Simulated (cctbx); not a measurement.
# Lattice, Laue class and space group of a new crystal

Cell: a = 4.0010 Å, b = 4.0010 Å, c = 4.0010 Å, α = 90.00°, β = 90.00°, γ = 90.00°. Expected content of the cell: Hf1 Tc3.

The data are simulated with cctbx, not measured: Mo Kα, λ = 0.71073 Å, to d = 0.8 Å, 50 % of the full sphere, strongest reflection 70000 counts, noise from counting, a 6 % proportional error and a noise floor of 4 counts (s.d.); no absorption.

Tests on the unmerged data give:

```text
267 reflections to d = 0.800 A
centring   violations  <I/sigma> of those
    A        139 of   139     14.6
    B        133 of   133     14.6
    C        122 of   122     14.7
    I        136 of   136     14.9
    R        190 of   190     15.0
    F        197 of   197     14.6
Laue class    unique    Rint  (classes that these axes allow; Friedel mates merged)
P -1              197   0.040
P 1 2/m 1         139   0.035
P 1 1 2/m         133   0.033
P 2/m 1 1         134   0.032
P m m m            92   0.035
P 4/m              77   0.034
P 4/m m m          58   0.035
R -3 :R            86   0.036
R -3 m :R          59   0.037
P m -3             34   0.040
P m -3 m           26   0.040
space group    extra absences  I>4sigma  <I/sigma>
P 4 3 2                 0          0         -  acentric
P -4 3 m                0          0         -  acentric
P m -3 m                0          0         -  centric
Wilson B = 1.04 A^2   <|E^2-1|> = 0.817 (0.968 centric, 0.736 acentric)   E^2>4: 0.0 %
shell (A)         n   <I/sigma>
 4.00 - 1.15     12     37.4
 1.15 - 0.91      8     50.3
 0.91 - 0.80      6     47.0
```

Q: Read the symmetry from these tables.

Every centring test has many violations, so the lattice is primitive.

Rint stays low (0.032 to 0.040) up to P m -3 m, the highest class in these axes.

3 settings pass the absence test. No glide or screw absences show, which leaves P 4 3 2, P -4 3 m and P m -3 m.

⟨|E²−1|⟩ = 0.817 lies between the two ideal values. The Wilson B of 1.04 Å² means U ≈ 0.0132 Å².

The true group is Pm-3m (no. 221), Laue class m-3m, centrosymmetric. The tables only narrow the choice to the tied entries; cell content, site symmetry and trial solutions must settle it.

The model is made up (kin elements in a known structure type, no relaxation), so it says nothing on whether the phase exists.

[Logs are printed without paths, hosts, clocks, repeated set-up lines and the standing remarks that a program may print on its own settings, such as how far it seeks lower states.]
